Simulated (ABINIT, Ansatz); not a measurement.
# Cs2H6Pt (Fm-3m): one start, several treatments of the self-energy

How much does the gap of Cs2H6Pt (Fm-3m) depend on the approximation to the self-energy?

Method: LDA and many-body steps on it, plane waves, in ABINIT 10.8.3.

### Step 1. The starting structure

Symmetry: Fm-3m, No. 225, cubic system. The conventional cell has a = 8.972 Å, b = 8.972 Å, c = 8.972 Å, α = 90.00°, β = 90.00°, γ = 90.00°. Cs has 12 H at 3.23 Å nearest. H has 1 Pt at 1.64 Å and 4 H at 2.32 Å and 4 Cs at 3.23 Å nearest. Nearest to Pt lie 6 H at 1.64 Å. Farther neighbours are not listed.

The cell and positions are those that the Materials Project relaxed with its own functionals (PBE, PBE+U or r2SCAN), kept fixed. Spin-orbit coupling is left out unless a step names it.

### Step 2. Empty states on the mesh, 2×2×2 mesh, 344 bands

This step: ABINIT 10.8.3; DFT, LDA, plane waves, norm-conserving pseudopotentials.

The sums over transitions need many empty states on a uniform mesh; this step solves for them.

run.abi reads:

```
acell 3*1.0 Angstrom
rprim 
  0.000000000000 4.486174700000 4.486174700000
  4.486174700000 0.000000000000 4.486174700000
  4.486174700000 4.486174700000 0.000000000000
ntypat 3
znucl 55 1 78
natom 9
typat 1 1 2 2 2 2 2 2 3
xred 
  0.750000000000 0.750000000000 0.750000000000
  0.250000000000 0.250000000000 0.250000000000
  0.816861770000 0.816861770000 0.183138230000
  0.183138230000 0.816861770000 0.183138230000
  0.816861770000 0.183138230000 0.183138230000
  0.183138230000 0.183138230000 0.816861770000
  0.816861770000 0.183138230000 0.816861770000
  0.183138230000 0.816861770000 0.816861770000
  0.000000000000 0.000000000000 0.000000000000
pp_dirpath "pseudos"
pseudos "Cs.upf, H.upf, Pt.upf"
ecut 34
ngkpt 2 2 2
nshiftk 1
shiftk 0 0 0
kptopt 1
chksymbreak 0
iscf -2
irdden 1
istwfk *1
nband 344
nbdbuf 30
tolwfr 1e-09
nstep 60
prtvol 0
indata_prefix "in"
outdata_prefix "out"
tmpdata_prefix "tmp"
```

Command:

```console
OMP_NUM_THREADS=1 mpirun -n 4 abinit run.abi > log
```

Numbers of over 12 decimals in the logs are rounded to 6 here.

Output:

```text
.Version 10.8.3 of ABINIT. v10.8.2 released Aug 2026.

 Symmetries : space group Fm -3 m (#225); Bravais cF (face-center cubic)
[... echo of the input left out ...]
== DATASET  1 ==================================================================
-   mpi_nproc: 4, omp_nthreads: 1 (-1 if OMP is not activated)
-    --> not optimal distribution: autoparal keyword recommended in input file <--

--- !DatasetInfo
iteration_state: {dtset: 1, }
dimensions: {natom: 9, nkpt: 3, mband: 344, nsppol: 1, nspinor: 1, nspden: 1, mpw: 11618, }
cutoff_energies: {ecut:  34.0, pawecutdg:  -1.0, }
[...]
2.84080    2.87096    2.87097    2.87099    2.88528    2.88529    2.88541    2.88743
   2.88753    2.88763    2.88836    2.89186    2.89206    2.89328    2.91243    2.91958
 prteigrs : prtvol=0 or 1, do not print more k-points.

== END DATASET(S) ==============================================================
================================================================================

 -outvars: echo values of variables after computation  --------
            nband         344
             nkpt           3
          spgroup         225
 [... the other variables as echoed above ...]

 Calculation completed.
```

Wall time 5.6 min (4 MPI ranks of Arm Neoverse V1, shared host); peak memory 0.58 GiB.

This step gave:

| Item | Value |
| --- | --- |
| gap | 3.620 eV |
| k of the valence top | 0.5, 0.5, 0 |
| k of the conduction bottom | 0.5, 0.5, 0 |
| least direct gap | 3.620 eV |
| k points computed | 3 |
| lowest point of the top converged band, above the valence top | 73.8253 eV |

On this mesh the gap is 3.620 eV.

The density comes from a self-consistent run that is not shown.

### Step 3. Screening, 2×2×2 mesh, 140 bands, screening to 114.3 eV

The RPA dielectric matrix is built and inverted for each q.

This step: RPA screening on LDA, plane waves, norm-conserving pseudopotentials.

Edit run.abi of step 2 so:

```diff
@@ -27,10 +27,11 @@
 chksymbreak 0
-iscf -2
-irdden 1
 istwfk *1
-nband 344
-nbdbuf 30
-tolwfr 1e-09
-nstep 60
-prtvol 0
+occopt 1
+irdwfk 1
+optdriver 3
+nband 140
+ecuteps 4.2
+inclvkb 2
+awtr 1
+symchi 1
 indata_prefix "in"
```

Output:

```text
.Version 10.8.3 of ABINIT. v10.8.2 released Aug 2026.

 Symmetries : space group Fm -3 m (#225); Bravais cF (face-center cubic)
[... echo of the input left out ...]
== DATASET  1 ==================================================================
-   mpi_nproc: 4, omp_nthreads: 1 (-1 if OMP is not activated)

--- !DatasetInfo
iteration_state: {dtset: 1, }
dimensions: {natom: 9, nkpt: 3, mband: 140, nsppol: 1, nspinor: 1, nspden: 1, mpw: 11618, }
cutoff_energies: {ecut:  34.0, pawecutdg:  -1.0, }
electrons: {nelect:   4.20000000E+01, charge:   0.00000000E+00, occopt:   1.00000000E+00, tsmear:   1.00000000E-02, }

 SCREENING: Calculation of the susceptibility and dielectric matrices

 Based on a program developped by R.W. Godby, V. Olevano, G. Onida, and L. Reining.
 Incorporated in ABINIT by V. Olevano, G.-M. Rignanese, and M. Torrent.
.Using double precision arithmetic ; gwpc =  8

[... cell and pseudopotentials left out ...]
--------------------------------------------------------------------------------

 ==== K-mesh for the wavefunctions ====
 Number of points in the irreducible wedge :     3
[... list of points left out ...]
 Together with 48 symmetry operations and time-reversal symmetry
 yields     8 points in the full Brillouin Zone.

 ==== Q-mesh for the screening function ====
 Number of points in the irreducible wedge :     3
[... list of points left out ...]
 Together with 48 symmetry operations and time-reversal symmetry
 yields     8 points in the full Brillouin Zone.

 setmesh: FFT mesh size selected  =    45x   45x   45
          total number of points  =        91125

 vcoul_init : cutoff-mode = AUXILIARY_FUNCTION
 q-points for optical limit:   1
     1)      0.000010    0.000020    0.000030

- screening: taking advantage of time-reversal symmetry
- Maximum band index for partially occupied states nbvw = 21
- Remaining bands to be divided among processors   nbcw = 119
- Number of bands treated by each node ~29

 Number of electrons calculated from density =   42.0000; Expected =   42.0000
 average of density, n =  0.034466
 r_s =    1.9062
 omega_plasma =   17.9082 [eV]

 calculating chi0 at frequencies [eV] :
  1    0.000000E+00    0.000000E+00
  2    0.000000E+00    1.790823E+01

--------------------------------------------------------------------------------
  q-point number  1        q = ( 0.000000, 0.000000, 0.000000) [r.l.u.]
--------------------------------------------------------------------------------
[... chi0 elements left out ...]
 For q-point:  0.000010 0.000020 0.000030
  dielectric constant =   2.7677
  dielectric constant without local fields =   3.5872

  Average fulfillment of the sum rule on Im[epsilon] for q-point    1 :     65.26  [%]
[... wings left out ...]
  q-point number  2        q = ( 0.500000, 0.000000, 0.000000) [r.l.u.]
--------------------------------------------------------------------------------
[... chi0 elements left out ...]
  Average fulfillment of the sum rule on Im[epsilon] for q-point    2 :     72.78  [%]

 [... 1 further q-points ...]
```

Wall time 42 s (4 MPI ranks); peak memory 2.2 GiB.

Numbers from this step:

```yaml
eps_infinity_with_local_fields_on_this_mesh_along_the_program_s_q_direction: 2.768
the_same_without_local_fields: 3.587
plasma_frequency: 17.91 eV
plane_waves_in_the_screening_matrix: 531
```

Local fields lower ε∞ by 23 %. On a Γ-centred mesh this coarse the value itself is usually too large, while a short band sum pulls it down.

### Step 4. G0W0, Godby-Needs plasmon pole

The self-energy is evaluated for the states that the input lists, and the levels follow from it, in one-shot runs by the linearised quasiparticle equation.

This step: G0W0 on LDA, plane waves, norm-conserving pseudopotentials.

Edit run.abi of step 3 so:

```diff
@@ -30,8 +30,17 @@
 irdwfk 1
-optdriver 3
+optdriver 4
 nband 140
+gwcalctyp 0
+ecutsigx 34
+symsigma 1
+nkptgw 2
+kptgw 
+  0.5000000000 0.5000000000 0.0000000000
+  0.0000000000 0.0000000000 0.0000000000
+bdgw 
+  20 23
+  19 24
 ecuteps 4.2
-inclvkb 2
-awtr 1
-symchi 1
+irdscr 1
+ppmodel 1
 indata_prefix "in"
```

Output:

```text
.Version 10.8.3 of ABINIT. v10.8.2 released Aug 2026.

 Symmetries : space group Fm -3 m (#225); Bravais cF (face-center cubic)
[... echo of the input left out ...]
== DATASET  1 ==================================================================
-   mpi_nproc: 4, omp_nthreads: 1 (-1 if OMP is not activated)

--- !DatasetInfo
iteration_state: {dtset: 1, }
dimensions: {natom: 9, nkpt: 3, mband: 140, nsppol: 1, nspinor: 1, nspden: 1, mpw: 11618, }
cutoff_energies: {ecut:  34.0, pawecutdg:  -1.0, }
electrons: {nelect:   4.20000000E+01, charge:   0.00000000E+00, occopt:   1.00000000E+00, tsmear:   1.00000000E-02, }

 SIGMA: Calculation of the GW corrections

 Based on a program developped by R.W. Godby, V. Olevano, G. Onida, and L. Reining.
 Incorporated in ABINIT by V. Olevano, G.-M. Rignanese, and M. Torrent.
.Using double precision arithmetic ; gwpc =  8

[... cell and pseudopotentials left out ...]
--------------------------------------------------------------------------------

 ==== K-mesh for the wavefunctions ====
 Number of points in the irreducible wedge :     3
[... list of points left out ...]
 Together with 48 symmetry operations and time-reversal symmetry
 yields     8 points in the full Brillouin Zone.

 ==== Q-mesh for screening function ====
 Number of points in the irreducible wedge :     3
[... list of points left out ...]
 Together with 48 symmetry operations and time-reversal symmetry
 yields     8 points in the full Brillouin Zone.

 vcoul_init : cutoff-mode = AUXILIARY_FUNCTION
 q-points for optical limit:   1
     1)      0.000010    0.000020    0.000030
 setmesh: FFT mesh size selected  =    64x   64x   64
          total number of points  =       262144

 Number of electrons calculated from density =   42.0000; Expected =   42.0000
 average of density, n =  0.034466
 r_s =    1.9062
 omega_plasma =   17.9082 [eV]

 === KS Band Gaps ===
  >>>> For spin  1
   Minimum direct gap =   3.6197 [eV], located at k-point      :   0.5000  0.5000  0.0000
   Fundamental gap    =   3.6197 [eV], Top of valence bands at :   0.5000  0.5000  0.0000
                                       Bottom of conduction at :   0.5000  0.5000  0.0000
 SIGMA fundamental parameters:
 PLASMON POLE MODEL  1
 number of plane-waves for SigmaX                11575
 number of plane-waves for SigmaC and W            531
 number of plane-waves for wavefunctions         11575
 number of bands                                   140
 number of independent spin polarizations            1
 number of spinorial components                      1
 number of k-points in IBZ                           3
 number of q-points in IBZ                           3
 number of symmetry operations                      48
 number of k-points in BZ                            8
 number of q-points in BZ                            8
 number of frequencies for dSigma/dE                 9
 frequency step for dSigma/dE [eV]                0.25
 number of omega for Sigma on real axis              0
 max omega for Sigma on real axis  [eV]           0.00
 zcut for avoiding poles [eV]                     0.10

 EPSILON^-1 parameters (SCR file):
 dimension of the eps^-1 matrix on file            531
 dimension of the eps^-1 matrix used               531
 number of plane-waves for wavefunctions         11575
 number of bands                                   140
 number of q-points in IBZ                           3
 number of frequencies                               2
 number of real frequencies                          1
 number of imag frequencies                          1

 matrix elements of self-energy operator (all in [eV])

 Perturbative Calculation

--- !SelfEnergy_ee
iteration_state: {dtset: 1, }
kpoint     : [   0.500,    0.500,    0.000, ]
spin       : 1
KS_gap     :    3.620
QP_gap     :    5.728
Delta_QP_KS:    2.108
data: !SigmaeeData |
     Band     E0 <VxcDFT>   SigX SigC(E0)      Z dSigC/dE  Sig(E)    E-E0       E
       20   0.336 -11.632 -14.548   1.844   0.814  -0.229 -12.504  -0.873  -0.536
       21   0.336 -11.632 -14.548   1.844   0.814  -0.229 -12.504  -0.873  -0.536
       22   3.956  -8.855  -5.241  -2.169   0.855  -0.170  -7.620   1.235   5.191
       23   5.729  -8.392  -4.051  -2.682   0.857  -0.166  -6.969   1.422   7.151

--- !SelfEnergy_ee
iteration_state: {dtset: 1, }
kpoint     : [   0.000,    0.000,    0.000, ]
spin       : 1
KS_gap     :    4.672
QP_gap     :    6.687
Delta_QP_KS:    2.016
data: !SigmaeeData |
     Band     E0 <VxcDFT>   SigX SigC(E0)      Z dSigC/dE  Sig(E)    E-E0       E
       19  -0.196 -10.896 -13.856   1.848   0.812  -0.232 -11.798  -0.902  -1.098
       20  -0.196 -10.896 -13.856   1.848   0.812  -0.232 -11.798  -0.902  -1.098
       21  -0.196 -10.896 -13.856   1.848   0.812  -0.232 -11.798  -0.902  -1.098
       22   4.475  -6.657  -2.750  -2.619   0.865  -0.156  -5.543   1.114   5.589
       23   4.998 -10.532  -6.242  -2.392   0.847  -0.180  -8.924   1.609   6.606
       24   4.998 -10.532  -6.242  -2.392   0.847  -0.180  -8.924   1.609   6.606

== END DATASET(S) ==============================================================
================================================================================

 -outvars: echo values of variables after computation  --------
           etotal      0.0000000000E+00
            nband         140
             nkpt           3
          spgroup         225
 [... the other variables as echoed above ...]

 Calculation completed.
```

Run time: 22 s. Hardware: 4 MPI ranks; peak memory 1.6 GiB; 87 s of CPU time.

This step gave:

```yaml
g0w0_gap_on_the_points_computed: 5.727 eV
starting_gap_on_the_mesh: 3.620 eV
k_of_the_valence_top: 0.5, 0.5, 0
k_of_the_conduction_bottom: 0.5, 0.5, 0
z_at_the_valence_top: 0.814
z_at_the_conduction_bottom: 0.855
least_direct_g0w0_gap_on_the_computed_points: 5.727 eV
```

The gap on the mesh goes from 3.62 eV to 5.73 eV, a correction of +2.11 eV.

### Step 5. G0W0, von der Linden-Horsch plasmon pole

Edit run.abi of step 4 so:

```diff
@@ -44,3 +44,3 @@
 irdscr 1
-ppmodel 1
+ppmodel 3
 indata_prefix "in"
```

Output:

```text
.Version 10.8.3 of ABINIT. v10.8.2 released Aug 2026.

 Symmetries : space group Fm -3 m (#225); Bravais cF (face-center cubic)
[... echo of the input left out ...]
== DATASET  1 ==================================================================
-   mpi_nproc: 4, omp_nthreads: 1 (-1 if OMP is not activated)

--- !DatasetInfo
iteration_state: {dtset: 1, }
dimensions: {natom: 9, nkpt: 3, mband: 140, nsppol: 1, nspinor: 1, nspden: 1, mpw: 11618, }
cutoff_energies: {ecut:  34.0, pawecutdg:  -1.0, }
electrons: {nelect:   4.20000000E+01, charge:   0.00000000E+00, occopt:   1.00000000E+00, tsmear:   1.00000000E-02, }

 SIGMA: Calculation of the GW corrections

 Based on a program developped by R.W. Godby, V. Olevano, G. Onida, and L. Reining.
 Incorporated in ABINIT by V. Olevano, G.-M. Rignanese, and M. Torrent.
.Using double precision arithmetic ; gwpc =  8

[... cell and pseudopotentials left out ...]
--------------------------------------------------------------------------------

 ==== K-mesh for the wavefunctions ====
 Number of points in the irreducible wedge :     3
[... list of points left out ...]
 Together with 48 symmetry operations and time-reversal symmetry
 yields     8 points in the full Brillouin Zone.

 ==== Q-mesh for screening function ====
 Number of points in the irreducible wedge :     3
[... list of points left out ...]
 Together with 48 symmetry operations and time-reversal symmetry
 yields     8 points in the full Brillouin Zone.

 vcoul_init : cutoff-mode = AUXILIARY_FUNCTION
 q-points for optical limit:   1
     1)      0.000010    0.000020    0.000030
 setmesh: FFT mesh size selected  =    64x   64x   64
          total number of points  =       262144

 Number of electrons calculated from density =   42.0000; Expected =   42.0000
[...]
number of omega for Sigma on real axis              0
 max omega for Sigma on real axis  [eV]           0.00
 zcut for avoiding poles [eV]                     0.10

 EPSILON^-1 parameters (SCR file):
 dimension of the eps^-1 matrix on file            531
 dimension of the eps^-1 matrix used               531
 number of plane-waves for wavefunctions         11575
 number of bands                                   140
 number of q-points in IBZ                           3
 number of frequencies                               2
 number of real frequencies                          1
 number of imag frequencies                          1

 matrix elements of self-energy operator (all in [eV])

 Perturbative Calculation

--- !SelfEnergy_ee
iteration_state: {dtset: 1, }
kpoint     : [   0.500,    0.500,    0.000, ]
spin       : 1
KS_gap     :    3.620
QP_gap     :    5.980
Delta_QP_KS:    2.361
data: !SigmaeeData |
     Band     E0 <VxcDFT>   SigX SigC(E0)      Z dSigC/dE  Sig(E)    E-E0       E
       20   0.336 -11.632 -14.548   1.523   0.873  -0.145 -12.849  -1.217  -0.881
       21   0.336 -11.632 -14.548   1.523   0.873  -0.145 -12.849  -1.217  -0.881
       22   3.956  -8.855  -5.241  -2.352   0.906  -0.104  -7.711   1.144   5.099
[...]
--- !SelfEnergy_ee
iteration_state: {dtset: 1, }
kpoint     : [   0.000,    0.000,    0.000, ]
spin       : 1
KS_gap     :    4.672
QP_gap     :    6.925
Delta_QP_KS:    2.253
data: !SigmaeeData |
     Band     E0 <VxcDFT>   SigX SigC(E0)      Z dSigC/dE  Sig(E)    E-E0       E
[...]
23   4.998 -10.532  -6.242  -2.552   0.898  -0.113  -8.971   1.561   6.559
       24   4.998 -10.532  -6.242  -2.552   0.898  -0.113  -8.971   1.561   6.559

== END DATASET(S) ==============================================================
================================================================================

 -outvars: echo values of variables after computation  --------
           etotal      0.0000000000E+00
            nband         140
             nkpt           3
          spgroup         225
 [... the other variables as echoed above ...]

 Calculation completed.
```

The job ended after 14 s (4 MPI ranks; peak memory 1.5 GiB; 55 s of CPU time).

Numbers from this step:

- G0W0 gap on the points computed: 5.98 eV
- starting gap on the mesh: 3.620 eV
- k of the valence top: 0.5, 0.5, 0
- k of the conduction bottom: 0.5, 0.5, 0
- Z at the valence top: 0.873
- Z at the conduction bottom: 0.906
- least direct G0W0 gap on the computed points: 5.98 eV

Against G0W0 in ABINIT (2×2×2 mesh, 140 bands, screening to 114.3 eV, Godby-Needs plasmon pole), the gap moves by +0.253 eV.

### Step 6. G0W0, Hybertsen-Louie plasmon pole

Edit run.abi of step 5 so:

```diff
@@ -44,3 +44,3 @@
 irdscr 1
-ppmodel 3
+ppmodel 2
 indata_prefix "in"
```

Output:

```text
.Version 10.8.3 of ABINIT. v10.8.2 released Aug 2026.

 Symmetries : space group Fm -3 m (#225); Bravais cF (face-center cubic)
[... echo of the input left out ...]
== DATASET  1 ==================================================================
-   mpi_nproc: 4, omp_nthreads: 1 (-1 if OMP is not activated)

--- !DatasetInfo
iteration_state: {dtset: 1, }
dimensions: {natom: 9, nkpt: 3, mband: 140, nsppol: 1, nspinor: 1, nspden: 1, mpw: 11618, }
cutoff_energies: {ecut:  34.0, pawecutdg:  -1.0, }
[...]
Band     E0 <VxcDFT>   SigX SigC(E0)      Z dSigC/dE  Sig(E)    E-E0       E
[...]
23   4.998 -10.532  -6.242  -2.502   0.878  -0.138  -8.961   1.571   6.569
       24   4.998 -10.532  -6.242  -2.502   0.878  -0.138  -8.961   1.571   6.569

== END DATASET(S) ==============================================================
================================================================================

 -outvars: echo values of variables after computation  --------
           etotal      0.0000000000E+00
            nband         140
             nkpt           3
          spgroup         225
 [... the other variables as echoed above ...]

 Calculation completed.
```

It took 22 s on 4 MPI ranks; peak memory 1.6 GiB.

Numbers from this step:

| Quantity | Value |
| --- | --- |
| G0W0 gap on the points computed | 5.895 eV |
| starting gap on the mesh | 3.620 eV |
| k of the valence top | 0.5, 0.5, 0 |
| k of the conduction bottom | 0.5, 0.5, 0 |
| least direct G0W0 gap on the computed points | 5.895 eV |

Against G0W0 in ABINIT (2×2×2 mesh, 140 bands, screening to 114.3 eV, Godby-Needs plasmon pole), the gap moves by +0.168 eV.

[end of part 1 of 2]

[Paths, hosts, dates, memory and timing lines, banners, echoed tables and standing remarks are left out of the program output.]

[Logs are printed without paths, hosts, clocks, repeated set-up lines and the standing remarks that a program may print on its own settings, such as how far it seeks lower states.]

[Runs of the session that timed out or met a known fault of the program may be left out.]

[No measured gap is set beside runs whose start may be inverted or whose files or cutoffs have a known fault.]

[Hosts, paths, dates, database ids (printed as entryN), source tags and the programs' standing remarks are cut or masked in the printed files.]

[G0W0 gaps are taken among the corrected bands and points alone; a level outside them can change the order at an edge.]

[Where Ansatz stands beside ABINIT at settings called matched, ABINIT's density can come from a denser mesh and the files from another edition; pairs whose starting gaps differed by over 0.03 eV were left out, so agreement reads better than it is.]
